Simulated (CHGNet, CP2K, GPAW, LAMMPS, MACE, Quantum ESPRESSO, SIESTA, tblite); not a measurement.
# What went wrong? SIESTA on glassy 68SiO2-14MgO-11ZnO-7BaO (mol %) (75 atoms)

Program: SIESTA 5.4.2, a calculation on a cell of 19 Si, 4 Mg, 3 Zn, 2 Ba and 47 O, 13.0 Å³ an atom.

File input.fdf:

```
SystemLabel cell
NumberOfAtoms 75
NumberOfSpecies 5
%block ChemicalSpeciesLabel
  1 14 Si
  2 12 Mg
  3 30 Zn
  4 56 Ba
  5 8 O
%endblock ChemicalSpeciesLabel
LatticeConstant 1.0 Ang
%block LatticeVectors
  9.92530 0.00000 0.00000
  0.00000 9.92530 0.00000
  0.00000 0.00000 9.92530
%endblock LatticeVectors
PAO.BasisSize DZP
PAO.EnergyShift 0.01 Ry
XC.Functional GGA
XC.Authors PBE
MeshCutoff 500 Ry
%block kgrid_Monkhorst_Pack
  1 0 0 0.0
  0 1 0 0.0
  0 0 1 0.0
%endblock kgrid_Monkhorst_Pack
SolutionMethod diagon
OccupationFunction FD
ElectronicTemperature 580 K
SCF.Mixer.Method Pulay
SCF.Mixer.Weight 0.15
SCF.Mixer.History 8
SCF.Mix Hamiltonian
MaxSCFIterations 6
SCF.DM.Tolerance 1e-04
SCF.H.Tolerance 1.0e-3 eV
WriteForces T
Write.HirshfeldPop T
Write.VoronoiPop T
Write.DM F
Write.H F
XML.Write F
AtomicCoordinatesFormat Fractional
%block AtomicCoordinatesAndAtomicSpecies
  0.40140 0.43575 0.71092 1
  0.81528 0.81607 0.54513 1
  0.36487 0.33702 0.00327 1
  0.58592 0.01721 0.44424 1
  0.58295 0.88899 0.89386 1
  0.71658 0.60514 0.93370 1
  0.98643 0.30269 0.55340 1
  0.21002 0.65800 0.83609 1
  0.46531 0.72687 0.34970 1
  0.37770 0.30344 0.41588 1
[... 61 atom lines left out ...]
  0.56894 0.93977 0.04861 5
  0.70255 0.71673 0.60796 5
  0.83757 0.67347 0.03070 5
  0.89769 0.88788 0.66157 5
%endblock AtomicCoordinatesAndAtomicSpecies
```

Command:

```bash
$ OMP_NUM_THREADS=1 mpirun -np 2 siesta < input.fdf > output.txt
```

Log:

```text
Version         : 5.4.2
reinit: System Name:
reinit: System Label: cell
initatom: Reading input for the pseudopotentials and atomic orbitals ----------
Species number:   1 Atomic number:   14 Label: Si
Species number:   2 Atomic number:   12 Label: Mg
Species number:   3 Atomic number:   30 Label: Zn
Species number:   4 Atomic number:   56 Label: Ba
Species number:   5 Atomic number:    8 Label: O
Ground state valence configuration (from tables):   3s02  3p02  3d00  4f00
Ground state valence configuration (from tables):   3s02  3p00  3d00  4f00
Ground state valence configuration (from tables):   4s02  4p00  3d10  4f00
Ground state valence configuration (from tables):   6s02  6p00  5d00  4f00
Ground state valence configuration (from tables):   2s02  2p04  3d00  4f00
---- Processing specs for species: Si
GGA--PBE XC_GGA_X_PBE--XC_GGA_C_PBE pb
---- Processing specs for species: Mg
GGA--PBE XC_GGA_X_PBE--XC_GGA_C_PBE pb
Semicore shell(s) with  8 electrons included in the valence for Mg
---- Processing specs for species: Zn
GGA--PBE XC_GGA_X_PBE--XC_GGA_C_PBE pb
[... lines left out ...]
siesta: System type = bulk
initatomlists: Number of atoms, orbitals, and projectors:     75   969  1075
siesta: ******************** Simulation parameters ****************************
Total number of electrons:   478.000000
Total ionic charge:   478.000000
 Kpoints in:            1 . Kpoints trimmed:            1
siesta: k-grid: Number of k-points = 1
siesta: k-points from Monkhorst-Pack grid
siesta: k-cutoff (effective) =     4.963 Ang
siesta: k-point supercell and displacements
siesta: k-grid:     1     0     0      0.000
siesta: k-grid:     0     1     0      0.000
siesta: k-grid:     0     0     1      0.000
                     ====================================
                        Single-point calculation
                     ====================================
outcell: Unit cell vectors (Ang):
        9.925300    0.000000    0.000000
        0.000000    9.925300    0.000000
        0.000000    0.000000    9.925300
outcell: Cell vector modules (Ang)   :    9.925300    9.925300    9.925300
outcell: Cell angles (23,13,12) (deg):     90.0000     90.0000     90.0000
outcell: Cell volume (Ang**3)        :    977.7570
Gamma-point calculation with interaction between periodic images
Gamma-point calculation with interaction between periodic images
Some features might not work optimally:
Some features might not work optimally:
e.g. DM initialization from atomic data
e.g. DM initialization from atomic data
new_DM -- step:     1
Initializing Density Matrix...
Attempting to read DM from file... Failed...
DM filled with atomic data:
InitMesh: MESH = 144 x 144 x 144 = 2985984
InitMesh: Mesh cutoff (required, used) =   500.000   581.754 Ry
stepf: Fermi-Dirac step function
        iscf     Eharris(eV)        E_KS(eV)     FreeEng(eV)     dDmax    Ef(eV) dHmax(eV)
   scf:    1   -47189.287266   -48035.142380   -48035.408259  1.632443 -0.821522 97.767058
   scf:    2   -48528.484414   -48417.724043   -48417.724043  1.383497 -4.820034 12.281239
   scf:    3   -48443.668763   -48431.719738   -48431.719738  0.092387 -4.281340  7.986718
   scf:    4   -48443.434835   -48440.501612   -48440.501612  0.148432 -4.180831  2.247376
   scf:    5   -48440.751623   -48440.687555   -48440.687555  0.026751 -4.237546  1.075611
   scf:    6   -48440.729317   -48440.712279   -48440.712279  0.006109 -4.256712  0.804076
SCF_NOT_CONV: SCF did not converge in maximum number of steps (required).
SCF_NOT_CONV: SCF did not converge in maximum number of steps (required).
Geom step, scf iteration, dDmax, dHmax:    0     6      0.006109     0.059098
Geom step, scf iteration, dDmax, dHmax:    0     6      0.006109     0.059098
ABNORMAL_TERMINATION
ABNORMAL_TERMINATION
ABNORMAL_TERMINATION
Stopping Program from Node:    1
ABNORMAL_TERMINATION
Stopping Program from Node:    1
Stopping Program from Node:    0
Stopping Program from Node:    0
```

The job ended after 1.9 min (2 MPI ranks of Intel Xeon Platinum 8259CL at 2.50GHz (Skylake/Cascade Lake), shared host; peak memory 2 GiB).

Banners, paths, timers and routine set-up lines are dropped from the logs unmarked, and long logs keep their key lines alone; longer cuts are marked.

**Question.** What is wrong with this input?

Too few SCF iterations: iteration limit 6. The sound run has iteration limit 300.

The run ended unconverged.

[Also dropped from logs without a mark: logging warnings of Python, and SIESTA's first energy breakdown and zero terms.]

[Logs are printed without paths, hosts, clocks, repeated set-up lines and the standing remarks that a program may print on its own settings, such as how far it seeks lower states.]

[Hosts, paths, dates, database ids (printed as entryN), source tags and the programs' standing remarks are cut or masked in the printed files.]
